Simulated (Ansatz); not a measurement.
# Lattice dynamics of PbSe2 (model cell, started as rutile)

Wanted: phonon frequencies of PbSe2 (model cell, started as rutile) and what follows from them.

Program: Ansatz 0.2.0. Level of theory: DFT PBEsol, scalar-relativistic, plane waves, PAW. Results are calculated unless marked as measured.

The structure was built from a prototype and need not be the compound's stable phase.

**1. The structure**

It takes space group P4_2/mnm (No. 136, tetragonal). Conventional cell: a = 6.419 Å, b = 6.419 Å, c = 4.140 Å, α = 90.00°, β = 90.00°, γ = 90.00°. Nearest to Pb lie 6 Se at 2.72 to 2.77 Å. Nearest to Se lie 3 Pb at 2.72 to 2.77 Å. Farther neighbours and most contacts between anions are not listed.

**2. Bringing the structure to rest**

The cell and atoms are relaxed, since residual forces and stress would shift the frequencies.

Contents of input.yaml:

```yaml
crystal:
  lattice:
    - [6.41915, 0.0, 0.0]
    - [0.0, 6.41915, 0.0]
    - [0.0, 0.0, 4.14035]
  atoms:
    - { symbol: Pb, position: [0.0, 0.0, 0.0] }
    - { symbol: Pb, position: [0.5, 0.5, 0.5] }
    - { symbol: Se, position: [0.305, 0.305, 0.0] }
    - { symbol: Se, position: [0.695, 0.695, 0.0] }
    - { symbol: Se, position: [0.805, 0.195, 0.5] }
    - { symbol: Se, position: [0.195, 0.805, 0.5] }
kpoints:
  mp_grid: { grid: [6, 6, 8] }
hamiltonian:
  xc: pbesol
scf:
  occupations: { method: gaussian, width: 0.1 }
output:
  forces: true
  stress: true
  eigenvalues: true
relax:
  adjacent_minimum: "off"
  f_tol: 0.005
  max_steps: 80
  cell: { stress_tol: 0.05 }
```

Started as:

```sh
ansatz run input.yaml --threads 8 --pin off --max-ram 14336MiB --backend cpu --events-out ev --progress --plain --runs-dir out
```

Numbers of over 12 decimals in the logs are rounded to 6 here.

The log of the run:

```text
Engine: ansatz 0.2.0, aarch64-unknown-linux-gnu
Pseudopotentials: kind: paw
Pseudopotential: Pb, paw, valence charge 14, recommended cutoff 420 eV (normal), Pb.paw.azcp
Pseudopotential: Se, paw, valence charge 16, recommended cutoff 420 eV (normal), Se.paw.azcp
Functional definition: PBEsol
  exchange = pbesol_x
  correlation = pbesol_c
Crystal: 6 atoms, lattice volume = 170.605 Å³
Basis set: ecut = 420 eV, 3321 PW (Γ), exchange–correlation on 90×90×60 points (8 copies of the dense FFT grid, shifted against one another)
Bands: 56, of which v1, the nominal top of the filled ones, is band 46 counted from 1 (45 counted from 0)
Symmetry: 16 space group operations
Space group: P42/mnm (ITA 136), of the structure as read, at distance tolerance 5.5e-5 Å
k-points: 50 of 288
Non-local potential: Pb, projectors of the file, l = 0: 2, l = 1: 2, l = 2: 2, l = 3: 2
Non-local potential: Se, projectors of the file, l = 0: 2, l = 1: 2, l = 2: 3, l = 3: 1
PAW form: soft (Blöchl's): semilocal exchange-correlation on the pseudo side does not see the compensation charge
PAW frozen core: Pb, regenerated for the run's functional, and the local potential with it (the file was generated under x = pbe(κ = 0.804, μ = 0.219515), c = pbe(β = 0.066725))
PAW frozen core: Se, regenerated for the run's functional, and the local potential with it (the file was generated under x = pbe(κ = 0.804, μ = 0.219515), c = pbe(β = 0.066725))
PAW one-centre angular grid: Pb, 590 points (default); XC on 64 Gauss nodes
PAW one-centre angular grid: Se, 590 points (default); XC on 64 Gauss nodes
Initial density: superposition of atomic densities (neutral atoms: chi_scale 0, normalization atom), corrected by the library's trained network
Initial wavefunctions: pseudopotential atomic-orbital guess
Functional: x = pbesol(κ = 0.804, μ = 0.123457), c = pbesol(β = 0.046)
SCF iter   1: F=—  HF=-45205.714601 eV  |F-HF|=—  |Δ(HF+E_count)|=         —  Δρ=2.67e-3  dr2=1.37e-2  ethr=1.77e-3  ⟨swp⟩=6.8  Hψ=11490  notcnv=0  defer=41
preconditioner: auto → LDOS  [metal: Δε(μ)=0.044 eV  Ē_g=14.246 eV  σ=0.100 eV  W_gap=0.24  n_scr=38 (ndim 8)  ℏωp=20.5 eV  f_vac=0.107  D(μ)=2.28/eV (n_scr^D=10)  β→1.0]
SCF iter   2: F=—  HF=-45205.711899 eV  |F-HF|=—  |Δ(HF+E_count)|=   2.70e-3  Δρ=1.42e-3  dr2=2.62e-3  ethr=1.49e-5  ⟨swp⟩=2.0  Hψ=5791  notcnv=0  defer=102
SCF iter   3: F=—  HF=-45205.710262 eV  |F-HF|=—  |Δ(HF+E_count)|=   1.64e-3  Δρ=2.19e-4  dr2=1.25e-4  ethr=2.85e-6  ⟨swp⟩=2.0  Hψ=4927  notcnv=0  defer=102
SCF iter   4: F=—  HF=-45205.710194 eV  |F-HF|=—  |Δ(HF+E_count)|=   6.78e-5  Δρ=5.71e-5  dr2=5.29e-6  ethr=1.35e-7  ⟨swp⟩=2.0  Hψ=4927  notcnv=0  defer=102
SCF iter   5: F=—  HF=-45205.710203 eV  |F-HF|=—  |Δ(HF+E_count)|=   8.82e-6  Δρ=1.67e-5  dr2=7.61e-7  ethr=5.74e-9  ⟨swp⟩=2.0  Hψ=4923  notcnv=0  defer=102
SCF iter   6: F=-45205.710203 eV  HF=-45205.710203 eV  |F-HF|=2.73e-8  |Δ(HF+E_count)|=   1.24e-7  Δρ=5.10e-6  dr2=2.85e-8  ethr=1.09e-10  ⟨swp⟩=9.4  Hψ=15265  notcnv=0
SCF 1 converged in 6 iterations: F = -45205.710203 eV  dr2 = 2.85e-8
  greatest PAW one-centre occupation: 1.000 electrons in one spin orbital (limit 2), on the Se atom at site 5 (counted from 0), in its partial waves of l = 2
relax step   1: F+E_penalty+E_count = -45205.71020267 eV  Δ(F+E_penalty+E_count) = +0.000e0 eV  max|allowed force component| = 1.819e-1 eV/Å  Δτ_max = 0.0000 Å  P = +3.613 GPa  Ω = 170.605 Å³  (6 SCF iters, dr2 threshold 1.00e-7 eV, accepted)
Crystal: 6 atoms, lattice volume = 189.862 Å³
Basis set: ecut = 420 eV, 3711 PW (Γ), exchange–correlation on 90×90×60 points (8 copies of the dense FFT grid, shifted against one another)
Initial density: handed on by an earlier stage of this run
Initial wavefunctions: those handed on with the density
iter 1 solved again at ethr=5.82e-5 eV; its pass at ethr=3.10e-3 eV (dr2=5.36e-2 eV) is discarded
SCF iter   1: F=—  HF=-45205.797633 eV  |F-HF|=—  |Δ(HF+E_count)|=         —  Δρ=5.30e-3  dr2=5.51e-2  ethr=5.82e-5  ⟨swp⟩=2.1  Hψ=16817  notcnv=0
preconditioner: auto → LDOS  [metal: Δε(μ)=0.042 eV  Ē_g=13.810 eV  σ=0.100 eV  W_gap=0.23  n_scr=46 (ndim 8)  ℏωp=19.4 eV  f_vac=0.137  D(μ)=5.34/eV (n_scr^D=38)  β→1.0]
SCF iter   2: F=—  HF=-45205.785805 eV  |F-HF|=—  |Δ(HF+E_count)|=   1.18e-2  Δρ=1.61e-3  dr2=4.10e-3  ethr=5.82e-5  ⟨swp⟩=2.0  Hψ=3624  notcnv=0
SCF iter   3: F=—  HF=-45205.785656 eV  |F-HF|=—  |Δ(HF+E_count)|=   1.49e-4  Δρ=4.97e-4  dr2=6.21e-4  ethr=4.46e-6  ⟨swp⟩=2.0  Hψ=5108  notcnv=0
SCF iter   4: F=—  HF=-45205.785471 eV  |F-HF|=—  |Δ(HF+E_count)|=   1.85e-4  Δρ=2.21e-4  dr2=7.88e-5  ethr=6.75e-7  ⟨swp⟩=2.0  Hψ=5108  notcnv=0
SCF iter   5: F=—  HF=-45205.785448 eV  |F-HF|=—  |Δ(HF+E_count)|=   2.23e-5  Δρ=4.63e-5  dr2=5.45e-6  ethr=8.57e-8  ⟨swp⟩=2.8  Hψ=4901  notcnv=0
SCF iter   6: F=-45205.785448 eV  HF=-45205.785448 eV  |F-HF|=1.13e-7  |Δ(HF+E_count)|=   6.69e-7  Δρ=9.37e-6  dr2=2.07e-7  ethr=6.52e-10  ⟨swp⟩=7.9  Hψ=14186  notcnv=0
SCF 2 converged in 6 iterations: F = -45205.785448 eV  dr2 = 2.07e-7
relax step   2: F+E_penalty+E_count = -45205.78544751 eV  Δ(F+E_penalty+E_count) = -7.524e-2 eV  max|allowed force component| = 1.385e-1 eV/Å  Δτ_max = 0.0442 Å  P = -1.713 GPa  Ω = 189.862 Å³  energy of the carried Pulay correction = -1.824e-3 eV  (6 SCF iters, dr2 threshold 6.00e-7 eV, accepted)
Crystal: 6 atoms, lattice volume = 183.350 Å³
Basis set: ecut = 420 eV, 3535 PW (Γ), exchange–correlation on 90×90×60 points (8 copies of the dense FFT grid, shifted against one another)
iter 1 solved again at ethr=8.18e-6 eV; its pass at ethr=3.10e-3 eV (dr2=7.52e-3 eV) is discarded
SCF iter   1: F=—  HF=-45205.838884 eV  |F-HF|=—  |Δ(HF+E_count)|=         —  Δρ=2.03e-3  dr2=7.60e-3  ethr=8.18e-6  ⟨swp⟩=2.3  Hψ=14626  notcnv=0
preconditioner: auto → LDOS  [metal: Δε(μ)=0.015 eV  Ē_g=13.949 eV  σ=0.100 eV  W_gap=0.08  n_scr=46 (ndim 8)  ℏωp=19.8 eV  f_vac=0.115  D(μ)=3.94/eV (n_scr^D=22)  β→1.0]
SCF iter   2: F=—  HF=-45205.837100 eV  |F-HF|=—  |Δ(HF+E_count)|=   1.78e-3  Δρ=6.80e-4  dr2=7.24e-4  ethr=8.18e-6  ⟨swp⟩=2.0  Hψ=3606  notcnv=0
SCF iter   3: F=—  HF=-45205.836959 eV  |F-HF|=—  |Δ(HF+E_count)|=   1.40e-4  Δρ=1.48e-4  dr2=6.04e-5  ethr=7.87e-7  ⟨swp⟩=2.0  Hψ=5107  notcnv=0
SCF iter   4: F=—  HF=-45205.836937 eV  |F-HF|=—  |Δ(HF+E_count)|=   2.24e-5  Δρ=4.58e-5  dr2=3.40e-6  ethr=6.57e-8  ⟨swp⟩=2.0  Hψ=5108  notcnv=0
SCF iter   5: F=-45205.836936 eV  HF=-45205.836936 eV  |F-HF|=6.59e-8  |Δ(HF+E_count)|=   7.22e-7  Δρ=9.23e-6  dr2=1.75e-7  ethr=6.52e-10  ⟨swp⟩=7.6  Hψ=13450  notcnv=0
SCF 3 converged in 5 iterations: F = -45205.836936 eV  dr2 = 1.75e-7
  greatest PAW one-centre occupation: 1.000 electrons in one spin orbital (limit 2), on the Se atom at site 3 (counted from 0), in its partial waves of l = 2
relax step   3: F+E_penalty+E_count = -45205.83693608 eV  Δ(F+E_penalty+E_count) = -5.149e-2 eV  max|allowed force component| = 1.950e-2 eV/Å  Δτ_max = 0.0234 Å  P = -0.291 GPa  Ω = 183.350 Å³  energy of the carried Pulay correction = -1.243e-3 eV  (5 SCF iters, dr2 threshold 6.00e-7 eV, accepted)
[...]
relax step   4: F+E_penalty+E_count = -45205.83842139 eV  Δ(F+E_penalty+E_count) = -1.485e-3 eV  max|allowed force component| = 6.736e-3 eV/Å  Δτ_max = 0.0008 Å  P = -0.008 GPa  Ω = 182.263 Å³  energy of the carried Pulay correction = -1.143e-3 eV  (5 SCF iters, dr2 threshold 4.43e-7 eV, accepted)
[...]
relax step   5: F+E_penalty+E_count = -45205.83851484 eV  Δ(F+E_penalty+E_count) = -9.345e-5 eV  max|allowed force component| = 1.055e-3 eV/Å  Δτ_max = 0.0007 Å  P = -0.000 GPa  Ω = 182.298 Å³  energy of the carried Pulay correction = -1.146e-3 eV  (4 SCF iters, dr2 threshold 8.63e-9 eV, accepted)
Initial wavefunctions: pseudopotential atomic-orbital guess (no wavefunctions were taken with the density)
iter 1 solved again at ethr=1.26e-7 eV; its pass at ethr=3.10e-3 eV (dr2=1.16e-4 eV) is discarded
SCF iter   1: F=—  HF=-45205.825242 eV  |F-HF|=—  |Δ(HF+E_count)|=         —  Δρ=7.52e-4  dr2=3.69e-5  ethr=1.26e-7  ⟨swp⟩=3.0  Hψ=18571  notcnv=0
preconditioner: auto → LDOS  [metal: Δε(μ)=0.023 eV  Ē_g=13.984 eV  σ=0.100 eV  W_gap=0.13  n_scr=46 (ndim 8)  ℏωp=19.8 eV  f_vac=0.116  D(μ)=3.88/eV (n_scr^D=22)  β→1.0]
SCF iter   2: F=—  HF=-45205.839566 eV  |F-HF|=—  |Δ(HF+E_count)|=   1.43e-2  Δρ=4.84e-5  dr2=8.67e-6  ethr=4.01e-8  ⟨swp⟩=3.4  Hψ=4570  notcnv=0
SCF iter   3: F=—  HF=-45205.839562 eV  |F-HF|=—  |Δ(HF+E_count)|=   3.38e-6  Δρ=2.65e-5  dr2=1.49e-6  ethr=9.42e-9  ⟨swp⟩=2.0  Hψ=3549  notcnv=0
SCF iter   4: F=—  HF=-45205.839570 eV  |F-HF|=—  |Δ(HF+E_count)|=   7.83e-6  Δρ=1.04e-5  dr2=2.83e-7  ethr=1.62e-9  ⟨swp⟩=2.2  Hψ=4922  notcnv=0
SCF iter   5: F=—  HF=-45205.839570 eV  |F-HF|=—  |Δ(HF+E_count)|=   7.69e-8  Δρ=1.56e-6  dr2=3.73e-9  ethr=3.07e-10  ⟨swp⟩=2.0  Hψ=5108  notcnv=0
SCF iter   6: F=—  HF=-45205.839570 eV  |F-HF|=—  |Δ(HF+E_count)|=   1.20e-8  Δρ=4.66e-7  dr2=2.19e-10  ethr=4.05e-12  ⟨swp⟩=2.0  Hψ=5129  notcnv=0
SCF iter   7: F=-45205.839570 eV  HF=-45205.839570 eV  |F-HF|=3.64e-11  |Δ(HF+E_count)|=   1.24e-9  Δρ=1.23e-7  dr2=2.28e-11  ethr=1.00e-12  ⟨swp⟩=6.3  Hψ=11300  notcnv=0
SCF 6 converged in 7 iterations: F = -45205.839570 eV  dr2 = 2.28e-11
relax step   6: F+E_penalty+E_count = -45205.83957016 eV  Δ(F+E_penalty+E_count) = -1.055e-3 eV  max|allowed force component| = 1.030e-3 eV/Å  Δτ_max = 0.0000 Å  P = -0.003 GPa  Ω = 182.298 Å³  stress off target by 1.76e-2 GPa  SCF on the basis re-selected at this cell (its energy is not comparable with the rows above)  (7 SCF iters)
basis re-selected at this cell: Δ(F+E_penalty+E_count) = -1.055e-3 eV, ΔP = -0.003 GPa vs the last step (what re-selecting the basis moved, of the pressure what is left beyond the Pulay correction that the steps carried, after the strain that the cell walked since its last selection, with what the two solves' SCF thresholds leave and, on support functions, any second-order correction that the steps lacked; it is no m [...]
SCF converged after 7 iterations
Free energy (F): -45205.839570 eV
Harris-Foulkes:  -45205.839570 eV  (|F-HF|=3.64e-11)
Internal energy: -45205.820166 eV  (E = F + TS)
E sigma→0 (E₀):  -45205.829868 eV
Entropy (-TS):   -0.019405 eV (-3.234 meV/atom)
Fermi energy:    6.415356 eV
--- Per-component energies (eV) ---
  E_band       = -1784.514725
  E_kinetic    = 1051.611883
  E_local      = -13053.612275  (includes V_loc(G=0)·N_el)
  E_nonlocal   = -1663.033055
  E_hartree    = 6172.603847
  E_xc         = -845.465131
  E_vxc        = -650.652850  (∫ρ·V_xc dr)
  E_paw        = -27991.718679  (= ΣΔE_a)
  E_vpaw       = 185.965990  (= ΣTr[D̂ρ^β])
  E_aug_tail   = -0.002247  (compensation charges beyond the density's cutoff)
  E_ewald      = -8880.362544
  E_core_change = 4.158035  (= ΣΔE_core)
  E_smearing   = -0.019405  (= −TS)
  E_closure    = 0.000000  (closes the sum)
  Σ components = -45205.839570   (vs F -45205.839570, Δ=0.00e0)
--- Forces (eV/Å), atoms counted from 1 ---
  atom   1  Pb     0.00000000    -0.00000000     0.00000000
  atom   2  Pb     0.00000000    -0.00000000     0.00000000
  atom   3  Se     0.00103018     0.00103018     0.00000000
  atom   4  Se    -0.00103018    -0.00103018    -0.00000000
  atom   5  Se     0.00103018    -0.00103018     0.00000000
  atom   6  Se    -0.00103018     0.00103018    -0.00000000
  max |Σ_I F_I| component: 6.07e-18 eV/Å
--- Stress (GPa, compression-positive) ---
        0.003587      -0.000000       0.000000
       -0.000000       0.003587      -0.000000
        0.000000      -0.000000      -0.017564
  P = ⅓ Tr σ = -0.0035 GPa (-0.035 kbar)
--- Band table (eV; the first three rows and the last of 50) ---
  k-point 0: bands = [... 42 lower, 5.7926, 5.7926, 6.2772, 6.2772, 6.8980, 7.3063, 8.9455, 8.9455, ... 6 higher]
  k-point 1: bands = [... 42 lower, 5.1400, 6.1063, 6.3017, 6.3017, 6.7751, 7.6629, 9.6442, 9.6442, ... 6 higher]
  k-point 2: bands = [... 42 lower, 4.4586, 6.1166, 6.1166, 6.4278, 6.4591, 7.9418, 10.3507, 10.8130, ... 6 higher]
  k-point 49: bands = [... 42 lower, 5.8893, 5.8893, 6.0077, 6.0077, 6.4434, 6.4434, 11.2083, 11.2083, ... 6 higher]
--- Relaxed structure (5 steps of the walk, 5 accepted, 1 SCFs on fresh bases) ---
  F+E_penalty+E_count = -45205.83957016 eV   max|allowed force component| = 1.030e-3 eV/Å   (the final SCF, on the basis selected at the relaxed cell)
  cell:  # Å, volume = 182.2981 Å³
    - [6.590824, 0, 0]
    - [0, 6.590824, 0]
    - [0, 0, 4.196649]
  atoms:
    - { symbol: Pb, position: [2.7024192860064356e-19, 2.7024192860063932e-19, 0] }
    - { symbol: Pb, position: [0.5, 0.5, 0.5] }
    - { symbol: Se, position: [0.302873, 0.302873, 0] }
    - { symbol: Se, position: [0.697127, 0.697127, 0] }
    - { symbol: Se, position: [0.802873, 0.197127, 0.5] }
    - { symbol: Se, position: [0.197127, 0.802873, 0.5] }
```

The job ended after 46 s (8 threads of Arm Neoverse N1, shared host; peak memory 1 GiB).

Relaxation path:

```tsv
step	energy less that of the first step (eV)	largest force component (eV/Å)	pressure (GPa)	volume (Å³)
1	0.0000	0.1819	3.61	170.61
2	-0.0752	0.1385	-1.71	189.86
3	-0.1267	0.0195	-0.29	183.35
4	-0.1282	0.0067	-0.01	182.26
5	-0.1283	0.0011	0.00	182.30
6*	-0.1294	0.0010	0.00	182.30
```

Relaxation steps marked * repeat the geometry before them on a plane-wave basis chosen anew for their cell, so energy and pressure can jump there.

Forces are held to the 16 operations that the run works with; a distortion that breaks them can't arise in this run.

```tsv
conventional cell, symmetrised	before	after	change
a (Å)	6.419	6.591	+2.7 %
b (Å)	6.419	6.591	+2.7 %
c (Å)	4.140	4.197	+1.4 %
volume (Å³/atom)	28.43	30.38	+6.9 %
```

The atoms that moved most (Å, as changes of fractional coordinates times the final cell):

```tsv
atom	dx	dy	dz	length
Se6	0.014	-0.014	0.000	0.020
Se5	-0.014	0.014	0.000	0.020
Se4	0.014	0.014	0.000	0.020
Se3	-0.014	-0.014	0.000	0.020
```

Final coordinates:

```cif
data_structure
_symmetry_space_group_name_H-M 'P 1'
_symmetry_Int_Tables_number 1
_cell_length_a 6.5908
_cell_length_b 6.5908
_cell_length_c 4.1966
_cell_angle_alpha 90.000
_cell_angle_beta 90.000
_cell_angle_gamma 90.000
_cell_volume 182.30
loop_
_atom_site_label
_atom_site_type_symbol
_atom_site_fract_x
_atom_site_fract_y
_atom_site_fract_z
_atom_site_occupancy
Pb1 Pb 0.00000 0.00000 0.00000 1
Pb2 Pb 0.50000 0.50000 0.50000 1
Se3 Se 0.30287 0.30287 0.00000 1
Se4 Se 0.69713 0.69713 0.00000 1
Se5 Se 0.80287 0.19713 0.50000 1
Se6 Se 0.19713 0.80287 0.50000 1
```

This step gave:

* pressure: -0.003463 GPa
* volume per atom: 30.38 Å³
* gap on the k-mesh: 0 eV

In this step the volume went from 28.43 to 30.38 Å³/atom.

**3. Relaxing to small forces for the phonons**

Phonons need a cell at rest on their own settings, so the relaxation is repeated with tight tolerances on forces and stress, using the mesh and the filling of the phonon run that follows.

Contents of input.yaml:

```yaml
crystal:
  lattice:
    - [6.5908242804, 0.0, 0.0]
    - [0.0, 6.5908242804, 0.0]
    - [0.0, 0.0, 4.1966492306]
  atoms:
    - { symbol: Pb, position: [0.0, 0.0, 0.0] }
    - { symbol: Pb, position: [0.5, 0.5, 0.5] }
    - { symbol: Se, position: [0.3028730528, 0.3028730528, 0.0] }
    - { symbol: Se, position: [0.6971269472, 0.6971269472, 0.0] }
    - { symbol: Se, position: [0.8028730528, 0.1971269472, 0.5] }
    - { symbol: Se, position: [0.1971269472, 0.8028730528, 0.5] }
kpoints:
  mp_grid: { grid: [6, 6, 8] }
hamiltonian:
  xc: pbesol
scf:
  occupations: { method: methfessel_paxton, width: 0.2 }
output:
  forces: true
  stress: true
  eigenvalues: true
relax:
  adjacent_minimum: "off"
  f_tol: 0.001
  max_steps: 60
  cell: { stress_tol: 0.01 }
```

The log of the run:

```text
[...]
Crystal: 6 atoms, lattice volume = 182.298 Å³
Basis set: ecut = 420 eV, 3511 PW (Γ), exchange–correlation on 90×90×60 points (8 copies of the dense FFT grid, shifted against one another)
Bands: 56, of which v1, the nominal top of the filled ones, is band 46 counted from 1 (45 counted from 0)
Symmetry: 16 space group operations
[...]
k-points: 50 of 288
[...]
cell:  # Å, volume = 182.2047 Å³
    - [6.593955, 0, 0]
    - [0, 6.593955, 0]
    - [0, 0, 4.190518]
  atoms:
    - { symbol: Pb, position: [0, 0, 0] }
    - { symbol: Pb, position: [0.5, 0.5, 0.5] }
    - { symbol: Se, position: [0.302838, 0.302838, 0] }
    - { symbol: Se, position: [0.697162, 0.697162, 0] }
    - { symbol: Se, position: [0.802838, 0.197162, 0.5] }
    - { symbol: Se, position: [0.197162, 0.802838, 0.5] }
[key lines of the parts left out:]
SCF converged after 4 iterations
Free energy (F): -45205.827048 eV
Fermi energy:    6.418547 eV
P = ⅓ Tr σ = -0.0015 GPa (-0.015 kbar)
```

The job ended after 37 s (8 threads; peak memory 1 GiB; 4.8 min of CPU time).

Relaxation path:

```tsv
step	energy less that of the first step (eV)	largest force component (eV/Å)	pressure (GPa)	volume (Å³)
1	0.0000	0.0009	-0.03	182.30
2	-0.0001	0.0026	0.01	182.11
3	-0.0001	0.0011	0.01	182.15
4	-0.0001	0.0001	0.00	182.20
5*	0.0000	0.0001	0.00	182.20
```

Relaxation steps marked * repeat the geometry before them on a plane-wave basis chosen anew for their cell, so energy and pressure can jump there.

The run keeps the 16 symmetry operations that it works with, so distortions that break them were not tested.

```tsv
conventional cell, symmetrised	before	after	change
a (Å)	6.591	6.594	+0.0 %
b (Å)	6.591	6.594	+0.0 %
c (Å)	4.197	4.191	-0.1 %
volume (Å³/atom)	30.38	30.37	-0.1 %
```

Final coordinates:

```cif
data_structure
_symmetry_space_group_name_H-M 'P 1'
_symmetry_Int_Tables_number 1
_cell_length_a 6.5940
_cell_length_b 6.5940
_cell_length_c 4.1905
_cell_angle_alpha 90.000
_cell_angle_beta 90.000
_cell_angle_gamma 90.000
_cell_volume 182.20
loop_
_atom_site_label
_atom_site_type_symbol
_atom_site_fract_x
_atom_site_fract_y
_atom_site_fract_z
_atom_site_occupancy
Pb1 Pb 0.00000 0.00000 0.00000 1
Pb2 Pb 0.50000 0.50000 0.50000 1
Se3 Se 0.30284 0.30284 0.00000 1
Se4 Se 0.69716 0.69716 0.00000 1
Se5 Se 0.80284 0.19716 0.50000 1
Se6 Se 0.19716 0.80284 0.50000 1
```

Numbers from this step:

* pressure: -0.001536 GPa
* volume per atom: 30.37 Å³

The largest force component left is 0.097 meV/Å and the pressure is -0.002 GPa, within the tolerances set. The cell now holds 30.37 Å³/atom.

(Part 1 of 2 ends here.)

[Logs are printed without paths, hosts, clocks, repeated set-up lines and the standing remarks that a program may print on its own settings, such as how far it seeks lower states.]

[Hosts, paths, dates, database ids (printed as entryN), source tags and the programs' standing remarks are cut or masked in the printed files.]
